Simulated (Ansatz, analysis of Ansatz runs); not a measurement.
# Migration in Li5AuO4 (C2/m): V_Li hop (2.7 Å), charge −1, part 4 of 4

Aim: the barrier of one jump in Li5AuO4 (C2/m) at charge −1: V_Li hop (2.7 Å). The model is a cell of 80 host atoms with 1 Li taken out; Li is the atom that moves.

Ansatz 0.2.0; plane-wave PAW DFT, PBEsol; nudged elastic band between two relaxed defect structures at fixed charge in a uniform background.

So far: Starting point; Relaxation of the start point, charge −1; Relaxation of the end point, charge −1; Nudged elastic band, charge −1.

### 4. Nudged elastic band, charge −1 (continued)

Images along the path:

| image | path (Å) | energy (eV) | Li26: x, y, z (Å) |
| --- | --- | --- | --- |
| 0 | 0.000 | 0.0000 | 1.311, 2.271, 4.578 |
| 1 | 0.522 | 0.1949 | 1.271, 2.746, 4.613 |
| 2 | 1.044 | 0.4061 | 1.245, 3.245, 4.634 |
| 3 | 1.433 | 0.2499 | 1.262, 3.622, 4.618 |
| 4 | 1.823 | -0.1106 | 1.278, 3.986, 4.604 |
| 5 | 2.212 | -0.4411 | 1.294, 4.327, 4.590 |
| 6 | 2.602 | -0.5699 | 1.312, 4.617, 4.577 |

Numbers from this step:

| Item | Value |
| --- | --- |
| free energy | -129954.4629 eV |
| barrier forward | 0.4061 eV |
| barrier backward | 0.9760 eV |
| end less start | -0.5699 eV |
| hop length | 2.346 Å |

Track of the atom that was set to move:

| image | x (Å) | y (Å) | z (Å) | nearest neighbour | distance (Å) |
| --- | --- | --- | --- | --- | --- |
| 0 | 1.311 | 2.271 | 4.578 | O | 1.88 |
| 1 | 1.271 | 2.746 | 4.613 | O | 1.751 |
| 2 | 1.245 | 3.245 | 4.634 | O | 1.708 |
| 3 | 1.262 | 3.622 | 4.618 | O | 1.728 |
| 4 | 1.278 | 3.986 | 4.604 | O | 1.788 |
| 5 | 1.294 | 4.327 | 4.59 | O | 1.876 |
| 6 | 1.312 | 4.617 | 4.577 | O | 1.968 |

The band met its tolerance of 0.04 eV/Å after 5 iterations, with image 2 on top (the start counts as 0). Li26, which moves farthest between the ends, has 4 O at 1.88 to 2.00 Å nearest at the start and 2 O at 1.71 Å at the top.

### 5. Single point at the start point, PBEsol, denser k-mesh

Three single points on a mesh of more k-points (start, top, end) test the sampling. The start is shown; top and end are run alike.

This step: plane-wave PAW DFT, PBEsol; single point of a defect supercell on a structure of the PBEsol path.

The input, qm1.start.mesh/input.yaml:

```yaml
crystal:
  lattice:
    - [9.40268524, 0.0, -0.02548652]
    - [0.0, 9.40405317, 0.0]
    - [-2.07562506, 0.0, 9.16358709]
  atoms:
    - { symbol: Li, position: [-0.0026307, 0.79507789, 0.24745962] }
    - { symbol: Li, position: [0.24659284, 0.29476399, 0.25082691] }
[... 8 atom lines left out ...]
    - { symbol: Au, position: [-0.0024312, 0.50000583, 0.24853832] }
[... 3 atom lines left out ...]
    - { symbol: O, position: [0.11078762, 0.34532817, 0.3649702] }
[... 3 atom lines left out ...]
    - { symbol: O, position: [0.11098457, 0.65466219, 0.36486371] }
    - { symbol: O, position: [0.37064671, 0.14875515, 0.37587697] }
[... 1 atom line left out ...]
    - { symbol: Li, position: [0.25316206, 0.29473756, 0.74978476] }
    - { symbol: Li, position: [7.86e-06, 0.28504809, 0.49810889] }
[... 2 atom lines left out ...]
    - { symbol: Li, position: [0.24980598, 0.24152881, 0.50025024] }
[... 6 atom lines left out ...]
    - { symbol: O, position: [0.38885674, 0.34531279, 0.63558533] }
[... 2 atom lines left out ...]
    - { symbol: O, position: [0.12913297, 0.1488233, 0.6247977] }
    - { symbol: O, position: [0.38903486, 0.6546668, 0.63548119] }
[... 24 atom lines left out ...]
    - { symbol: Li, position: [0.49977587, 0.2851236, 0.50252573] }
[... 16 atom lines left out ...]
    - { symbol: O, position: [0.87399544, 0.14743361, 0.87508844] }
total_charge: -1
basis:
  ecutwfc: 420
  xc_grid: 2
hamiltonian:
  xc: pbesol
kpoints:
  mp_grid: { grid: [2, 2, 2], shift: [0.5, 0.5, 0.5] }
scf:
  occupations: { method: fixed }
  max_iter: 150
output:
  forces: true
  eigenvalues: true
checkpoint:
  write: "../qm1.start.mesh.run"
  compress: false
  write_wavefunctions: false
  write_every: 100000
```

Started as:

```bash
> ansatz run input.yaml --threads 4 --pin off --max-ram 14131MiB --backend cpu --events-out ev --progress --plain --runs-dir out
```

Numbers of over 12 decimals in the logs are rounded to 6 here.

The program printed:

```text
[...]
Crystal: 79 atoms, lattice volume = 809.778 Å³
Basis set: ecut = 420 eV, 15817 PW (Γ), exchange–correlation on 128×128×128 points (8 copies of the dense FFT grid, shifted against one another)
Bands: 310, of which v1, the nominal top of the filled ones, is band 231 counted from 1 (230 counted from 0)
Symmetry: 1 space group operations
[...]
k-points: 4 of 8 (time reversal used)
[...]
SCF iter   1: F=—  HF=-129955.414043 eV  |F-HF|=—  |Δ(HF+E_count)|=         —  Δρ=1.69e-2  dr2=1.84e0  ethr=1.77e-3  ⟨swp⟩=5.0  Hψ=3870  notcnv=0  defer=296
[...]
SCF iter  10: F=-129954.884574 eV  HF=-129954.884574 eV  |F-HF|=6.38e-8  |Δ(HF+E_count)|=   3.80e-7  Δρ=3.02e-6  dr2=9.63e-8  ethr=2.16e-11  ⟨swp⟩=11.5  Hψ=4721  notcnv=0
SCF 1 converged in 10 iterations: F = -129954.884574 eV  dr2 = 9.63e-8
[...]
SCF converged after 10 iterations
Free energy (F): -129954.884574 eV
[...]
Internal energy: -129954.884574 eV  (E = F + TS)
E sigma→0 (E₀):  -129954.884574 eV
Fermi energy:    5.693164 eV
[...]
--- Forces (eV/Å), atoms counted from 1 ---
  atom   1  Li    -0.00546802     0.00063386    -0.00473384
  atom   2  Li     0.00659802     0.00035228     0.00210781
  [... 12 atoms left out ...]
  atom  15  O      0.00683941    -0.00649819     0.00905812
  [... 3 atoms left out ...]
  atom  19  O      0.00430305     0.00641773     0.00664359
  atom  20  O     -0.00173615     0.00353249    -0.00550660
  [... 1 atom left out ...]
  atom  22  Li    -0.00511573     0.00097330    -0.00274521
  atom  23  Li    -0.00271467    -0.00393459     0.00411136
  [... 2 atoms left out ...]
  atom  26  Li     0.00295476     0.00803693     0.00179024
  [... 6 atoms left out ...]
  atom  33  O     -0.00157433    -0.00344694    -0.00638290
  [... 2 atoms left out ...]
  atom  36  O      0.00018726     0.00305563    -0.00084158
  [... 25 atoms left out ...]
  atom  62  Li    -0.00052859    -0.00589010    -0.00567752
  [... 17 atoms left out ...]
  max |Σ_I F_I| component: 1.24e-6 eV/Å
--- Band table (eV) ---
[...]
[... further k-points left out ...]
```

Wall time 53 s (4 threads of Arm Neoverse V1, shared host); peak memory 4.2 GiB.

This step gave:

- free energy: -129954.8846 eV

### 6. Barrier from single points, PBEsol, denser k-mesh

Analysis of the runs above: barrier from PBEsol single points on the PBEsol path.

It gives:

| Property | Result |
| --- | --- |
| barrier forward | 0.4090 eV |
| barrier backward | 0.9751 eV |
| end less start | -0.5661 eV |

This gives 0.409 eV against the band's 0.406 eV (backward 0.975 against 0.976 eV). This mesh holds only the band's own point and its sign variants, so it tests the average over those and no finer sampling.

### 7. Single point at the start point, r2SCAN

Three single points with a meta-GGA, at its higher cutoff of 500 eV, show what it does to the barrier on the path found. The start is shown; top and end are run alike.

This step: plane-wave PAW DFT, r2SCAN; single point of a defect supercell on a structure of the PBEsol path.

qm1.start.r2scan/input.yaml, as its differences from qm1.start.mesh/input.yaml of step 5:

```diff
@@ -31,8 +31,8 @@
 basis:
-  ecutwfc: 420
+  ecutwfc: 500
   xc_grid: 2
 hamiltonian:
-  xc: pbesol
+  xc: r2scan
 kpoints:
-  mp_grid: { grid: [2, 2, 2], shift: [0.5, 0.5, 0.5] }
+  mp_grid: { grid: [1, 1, 1], shift: [0.25, 0.25, 0.25] }
 scf:
@@ -44,3 +44,3 @@
 checkpoint:
-  write: "../qm1.start.mesh.run"
+  write: "../qm1.start.r2scan.run"
   compress: false
```

The program printed:

```text
[...]
Crystal: 79 atoms, lattice volume = 809.778 Å³
Basis set: ecut = 500 eV, 20549 PW (Γ), exchange–correlation on 144×144×144 points (8 copies of the dense FFT grid, shifted against one another)
Bands: 310, of which v1, the nominal top of the filled ones, is band 231 counted from 1 (230 counted from 0)
Symmetry: 1 space group operations
[...]
k-points: 1
[...]
SCF iter   1: F=—  HF=-131540.828213 eV  |F-HF|=—  |Δ(HF+E_count)|=         —  Δρ=6.54e-3  dr2=2.08e-1  dr2_τ=2.43e0  ethr=1.77e-3  ⟨swp⟩=5.0  Hψ=969  notcnv=0  defer=75
[...]
SCF iter  10: F=-131542.958426 eV  HF=-131542.958426 eV  |F-HF|=8.73e-10  |Δ(HF+E_count)|=   1.65e-8  Δρ=1.87e-6  dr2=2.77e-8  dr2_τ=3.16e-9  ethr=2.16e-11  ⟨swp⟩=12.0  Hψ=1305  notcnv=0
SCF 1 converged in 10 iterations: F = -131542.958426 eV  dr2 = 2.77e-8
[...]
SCF converged after 10 iterations
Free energy (F): -131542.958426 eV
[...]
Internal energy: -131542.958426 eV  (E = F + TS)
E sigma→0 (E₀):  -131542.958426 eV
Fermi energy:    5.370018 eV
[...]
--- Forces (eV/Å), atoms counted from 1 ---
  atom   1  Li    -0.00263303    -0.04907448    -0.00290004
  atom   2  Li     0.00689010    -0.03809589     0.00806052
  [... 12 atoms left out ...]
  atom  15  O      0.05164842    -0.08984777     0.05753386
  [... 3 atoms left out ...]
  atom  19  O      0.05094439     0.09025014     0.05870480
  atom  20  O      0.04967102     0.07815871     0.04546309
  [... 1 atom left out ...]
  atom  22  Li    -0.00611619    -0.03752881    -0.00894055
  atom  23  Li     0.00480589    -0.04356421     0.00521805
  [... 2 atoms left out ...]
  atom  26  Li     0.00102641     0.03160116     0.00145414
  [... 6 atoms left out ...]
  atom  33  O     -0.04797618    -0.08705732    -0.05853896
  [... 2 atoms left out ...]
  atom  36  O     -0.04863530     0.07761642    -0.04816229
  [... 25 atoms left out ...]
  atom  62  Li    -0.00505122    -0.04570006    -0.00509617
  [... 17 atoms left out ...]
  max |Σ_I F_I| component: 4.44e-4 eV/Å
--- Band table (eV) ---
[...]
```

The job ended after 29 s (4 threads; peak memory 2.1 GiB; 1.9 min of CPU time).

Numbers from this step:

```
free energy : -131542.9584 eV
```

### 8. Barrier from single points, r2SCAN

Analysis of the runs above: barrier from r2SCAN single points on the PBEsol path.

It gives:

```
barrier forward  : 0.4421 eV
barrier backward : 1.018 eV
end less start   : -0.5756 eV
```

This gives 0.442 eV against the band's 0.406 eV.

### 9. Single point at the top of the path, PBEsol

A single point at the top of the band gives the levels near the gap and the populations there.

This step: plane-wave PAW DFT, PBEsol; single point of a defect supercell on a structure of the PBEsol path.

The input, qm1.top.probe/input.yaml:

```yaml
crystal:
  lattice:
    - [9.40268524, 0.0, -0.02548652]
    - [0.0, 9.40405317, 0.0]
    - [-2.07562506, 0.0, 9.16358709]
  atoms:
    - { symbol: Li, position: [-0.00274762, 0.79576934, 0.24769777] }
    - { symbol: Li, position: [0.24674357, 0.28456556, 0.25024732] }
[... 8 atom lines left out ...]
    - { symbol: Au, position: [-0.00650542, 0.50305865, 0.24405789] }
[... 3 atom lines left out ...]
    - { symbol: O, position: [0.10298042, 0.34667966, 0.35598999] }
[... 3 atom lines left out ...]
    - { symbol: O, position: [0.11080535, 0.65295832, 0.36562307] }
    - { symbol: O, position: [0.37741011, 0.1451512, 0.36870677] }
[... 1 atom line left out ...]
    - { symbol: Li, position: [0.25560329, 0.28527761, 0.75533413] }
    - { symbol: Li, position: [-0.00173877, 0.27287843, 0.49596367] }
[... 2 atom lines left out ...]
    - { symbol: Li, position: [0.24419049, 0.34509671, 0.50640595] }
[... 6 atom lines left out ...]
    - { symbol: O, position: [0.39683579, 0.34708488, 0.64488616] }
[... 2 atom lines left out ...]
    - { symbol: O, position: [0.12565876, 0.14928452, 0.62994573] }
    - { symbol: O, position: [0.3888397, 0.65330058, 0.63512929] }
[... 24 atom lines left out ...]
    - { symbol: Li, position: [0.49710628, 0.27336584, 0.50272438] }
[... 16 atom lines left out ...]
    - { symbol: O, position: [0.87329303, 0.14778115, 0.87557277] }
total_charge: -1
basis:
  ecutwfc: 420
  xc_grid: 2
hamiltonian:
  xc: pbesol
kpoints:
  mp_grid: { grid: [1, 1, 1], shift: [0.25, 0.25, 0.25] }
scf:
  occupations: { method: fixed }
  max_iter: 150
output:
  forces: true
  eigenvalues: true
  eigenstates: { localisation: true }
  populations: true
  write_density: true
  write_potential: true
  volumetric_format: npy
  elf: true
checkpoint:
  write: "../qm1.top.probe.run"
  compress: false
  write_wavefunctions: false
  write_every: 100000
```

The program printed:

```text
[...]
Crystal: 79 atoms, lattice volume = 809.778 Å³
Basis set: ecut = 420 eV, 15817 PW (Γ), exchange–correlation on 128×128×128 points (8 copies of the dense FFT grid, shifted against one another)
Bands: 310, of which v1, the nominal top of the filled ones, is band 231 counted from 1 (230 counted from 0)
Symmetry: 1 space group operations
[...]
k-points: 1
[...]
SCF iter   1: F=—  HF=-129954.987754 eV  |F-HF|=—  |Δ(HF+E_count)|=         —  Δρ=1.68e-2  dr2=1.83e0  ethr=1.77e-3  ⟨swp⟩=5.0  Hψ=967  notcnv=0  defer=74
[...]
SCF iter  11: F=-129954.462930 eV  HF=-129954.462930 eV  |F-HF|=8.53e-9  |Δ(HF+E_count)|=   5.78e-9  Δρ=1.43e-6  dr2=1.76e-8  ethr=2.16e-11  ⟨swp⟩=6.0  Hψ=1564  notcnv=0
SCF 1 converged in 11 iterations: F = -129954.462930 eV  dr2 = 1.76e-8
[...]
SCF converged after 11 iterations
Free energy (F): -129954.462930 eV
[...]
atom  23  Li     0.00935942     0.00044102     0.00088121
  [... 2 atoms left out ...]
  atom  26  Li     0.01929006    -0.00209247    -0.02561247
  [... 6 atoms left out ...]
  atom  33  O      0.00025456     0.01611698     0.01612791
  [... 2 atoms left out ...]
  atom  36  O     -0.00181861    -0.00938234     0.00749385
  [... 25 atoms left out ...]
  atom  62  Li     0.00388746    -0.00670506     0.00558819
  [... 17 atoms left out ...]
  max |Σ_I F_I| component: 3.42e-6 eV/Å
--- Band table (eV) ---
[...]
--- Löwdin populations: 79 sites ---
  site symbol       q [e]
     0     Li      2.2941
     1     Li      2.2916
  [... 12 atoms left out ...]
    14      O      7.0800
  [... 3 atoms left out ...]
    18      O      7.0678
    19      O      7.0614
  [... 1 atom left out ...]
    21     Li      2.2927
    22     Li      2.2720
  [... 2 atoms left out ...]
    25     Li      2.2462
  [... 6 atoms left out ...]
    32      O      7.0801
  [... 2 atoms left out ...]
    35      O      7.0616
  [... 25 atoms left out ...]
    61     Li      2.2710
  [... 17 atoms left out ...]
  spilling = 0.009084 (of n_electrons = 462.000000)
[key lines of the parts left out:]
Fermi energy:    5.457731 eV
```

Wall time 31 s (4 threads); peak memory 1.5 GiB.

Numbers from this step:

```yaml
free_energy: -129954.4629 eV
```

From eigenstates.tsv, first k-point; energies on the run's zero. The participation number counts the atoms that a state is spread over, of 79; bands count from 0.

| spin | band | energy (eV) | occupation | participation | largest share on | share |
| --- | --- | --- | --- | --- | --- | --- |
| both | 225 | 5.128 | 2.00 | 32.9 | O19 | 0.07 |
| both | 226 | 5.180 | 2.00 | 23.4 | O36 | 0.11 |
| both | 227 | 5.227 | 2.00 | 27.1 | O20 | 0.11 |
| both | 228 | 5.255 | 2.00 | 25.6 | O20 | 0.08 |
| both | 229 | 5.360 | 2.00 | 16.2 | Au11 | 0.13 |
| both | 230 | 5.458 | 2.00 | 9.7 | O19 | 0.20 |
| both | 231 | 7.803 | 0.00 | 9.6 | Au30 | 0.27 |
| both | 232 | 7.810 | 0.00 | 10.3 | Au50 | 0.25 |
| both | 233 | 7.891 | 0.00 | 16.2 | Au51 | 0.14 |
| both | 234 | 7.939 | 0.00 | 20.0 | Au31 | 0.14 |
| both | 235 | 8.010 | 0.00 | 29.4 | Au71 | 0.09 |

Under PBEsol at one point at (¼, ¼, ¼), the highest filled state is spread over 10 of 79 atoms, and the lowest empty one, 2.35 eV above it, is spread over 10 of 79 atoms.

Löwdin populations of the atoms near the centre, and their excess over far atoms of the same element, which can also hold differences between inequivalent host sites (the log counts sites from 0):

| atom | distance from the centre (Å) | electrons | excess |
| --- | --- | --- | --- |
| Li26 | 0.16 | 2.246 | -0.037 |
| O15 | 1.71 | 7.080 | 0.005 |
| O33 | 1.71 | 7.080 | 0.005 |
| Li2 | 2.44 | 2.292 | 0.008 |
| Li62 | 2.45 | 2.271 | -0.013 |
| Li22 | 2.49 | 2.293 | 0.009 |
| Li23 | 2.49 | 2.272 | -0.012 |
| O36 | 2.72 | 7.062 | -0.014 |

Valence density in the bc plane at fractional x = 0.250, through the centre, with atoms of Li and Au within 0.45 Å of it. It is the smooth field of the valence electrons, not physical close to the nuclei.

Ten steps, logarithmic in the rise over the least value, from '0' (0 e/Å³) to '9' (13 e/Å³), each cell a mean:
```
00003762111267411115751000
00011211111111111111211000
22111111111000011111111112
54321111110000001111112235
87521135410000000353112368
98631158720000001687212479
98531147510000001576112479
76421112100000000121112357
33211100010000000110111223
11111000110000000111111111
00000001563000000014520000
00000002785000000038840000
00000001564000000027730000
00000000110000000112211000
21111000010000001110111112
54221101100000000111112235
87421135410000000354112368
98631158720000001687212479
98521147610000001575112479
76321112110000000121112357
33221111111000001110111223
11111111111000011111111111
00002541111145211113531000
00005883111378511116872000
```
Columns run along b (9.4 Å), rows up along c (9.4 Å). Atoms in or near the plane, at fractional coordinates: Li at (0.28, 0.25), Li at (0.78, 0.00), Li at (0.22, 0.00), Li at (0.70, 0.25), Li at (0.50, 0.00), Au at (0.00, 0.25), Li at (0.29, 0.76), Li at (0.76, 0.50), Li at (0.35, 0.51), Li at (0.71, 0.75), Au at (0.00, 0.75).

Electrostatic potential energy in the bc plane at fractional x = 0.250, through the centre, with atoms of Li and Au within 0.45 Å of it. With pseudopotentials it is smooth inside the atoms' cores, unlike the true potential.

Ten even steps from '0' (-39 eV) to '9' (11 eV), each cell a mean:
```
99986347999743589985347999
99998778999877899998789999
89999999999999999999999998
46899988899999999988999875
00589864589999998656899720
00389841379999997413798600
00489853479999998534799610
13799987889999999877999852
78999999999999999999999987
99999999888999999998899999
99999997546899999985579999
99999996324899999962258999
99999997446899999973368999
99999998878999999987789999
89999999999999999999999998
46899998899999999988999875
01589865689999998656899720
00389841379999997413798600
00489853479999998534898610
13799987799999999878999851
78999999999999999999999987
99999889999988999998889999
99997557999855799986568999
99985226899631489984137999
```
Columns run along b (9.4 Å; values clipped at the 3rd and 97th percentile), rows up along c (9.4 Å). Atoms in or near the plane, at fractional coordinates: Li at (0.28, 0.25), Li at (0.78, 0.00), Li at (0.22, 0.00), Li at (0.70, 0.25), Li at (0.50, 0.00), Au at (0.00, 0.25), Li at (0.29, 0.76), Li at (0.76, 0.50), Li at (0.35, 0.51), Li at (0.71, 0.75), Au at (0.00, 0.75).

ELF in the bc plane at fractional x = 0.250, through the centre, with atoms of Li and Au within 0.45 Å of it. It is the smooth field of the valence electrons, not physical close to the nuclei.

Values in units of 1e-1, 13 rows by 16 columns, each cell a mean:
```
0.7 0.8 1.1 4.6 1.5 1.9 1.8 2.8 4.4 1.1 2.2 0.8 4.5 2.1 0.9 0.7
3.2 2.0 3.0 1.6 0.7 3.3 4.3 1.0 0.4 3.3 4.1 1.2 1.0 3.1 2.2 2.7
6.0 3.6 1.8 0.9 5.0 2.7 0.8 0.4 0.3 0.7 1.7 4.9 1.1 1.7 2.7 5.4
6.4 4.2 1.6 0.8 6.1 3.5 0.4 0.2 0.2 0.3 2.6 7.2 1.5 1.3 3.0 5.9
3.9 2.1 2.7 1.9 0.5 1.5 2.4 0.6 0.3 2.0 2.5 0.7 1.2 3.4 2.2 3.2
1.0 0.8 1.5 0.9 0.5 3.3 1.5 0.3 0.3 1.5 2.1 1.1 2.8 1.3 1.4 1.0
0.2 0.2 0.3 0.2 1.3 8.2 4.1 0.1 0.2 0.4 0.5 3.6 8.8 1.6 0.3 0.3
1.7 1.2 1.8 1.0 0.4 1.3 1.5 0.5 0.3 2.1 3.0 0.8 1.1 2.1 1.8 1.5
4.7 2.5 2.3 1.3 1.0 1.3 1.9 0.5 0.3 1.4 1.5 1.2 1.1 3.0 2.3 4.1
6.8 4.4 1.4 0.8 8.5 5.0 0.2 0.2 0.2 0.2 3.5 9.0 1.7 1.1 3.4 6.4
5.3 2.9 2.3 1.2 2.1 1.5 1.8 0.6 0.4 1.4 1.4 2.4 0.8 2.3 2.4 4.8
2.3 1.8 2.6 1.2 0.7 3.7 4.2 0.8 0.4 3.1 4.4 1.3 0.8 2.3 1.9 2.1
0.4 0.5 1.5 7.3 2.7 1.1 0.9 4.5 6.9 0.7 1.3 1.0 7.1 3.4 0.5 0.4
```
Columns run along b (9.4 Å), rows up along c (9.4 Å). Atoms in or near the plane, at fractional coordinates: Li at (0.28, 0.25), Li at (0.78, 0.00), Li at (0.22, 0.00), Li at (0.70, 0.25), Li at (0.50, 0.00), Au at (0.00, 0.25), Li at (0.29, 0.76), Li at (0.76, 0.50), Li at (0.35, 0.51), Li at (0.71, 0.75), Au at (0.00, 0.75).

The distance between the highest filled and the lowest empty level goes from 2.12 eV at the start to 2.35 eV at the top.

### 10. What came out

```yaml
barrier_forward: 0.41 eV
barrier_backward: 0.98 eV
end_less_start: -0.57 eV
hop_length: 2.35 Å
band_iterations_as_the_log_counts_them: 5
barrier_from_single_points_pbesol_denser_k_mesh: 0.41 eV
barrier_from_single_points_r2scan: 0.44 eV
```

In words: The top of the band lies 0.41 eV above the start and 0.98 eV above the end. The ends differ by 0.57 eV, so they aren't like places or like states; the smaller barrier is only the way out of the higher one. With an assumed prefactor of 1e13 per second it gives one hop a second along this one path at about 160 K; whether such hops link up through the crystal wasn't checked. At the top Li26 stands 1.71 Å from its nearest O, 0.17 Å closer than at the start. Across functionals on this path (PBEsol 0.406 and r2SCAN 0.442 eV) the forward values spread by 0.036 eV. The order of the top as a saddle was not checked for all atoms, so a bent path could be lower. No image-charge correction is applied; it largely cancels along a path if the charge stays localised alike. What this leaves open: one k-point off the zone centre stands for the whole zone; spin–orbit coupling, which can matter with heavy atoms, is left out.

[Logs are printed without paths, hosts, clocks, repeated set-up lines and the standing remarks that a program may print on its own settings, such as how far it seeks lower states.]

[Hosts, paths, dates, database ids (printed as entryN), source tags and the programs' standing remarks are cut or masked in the printed files.]
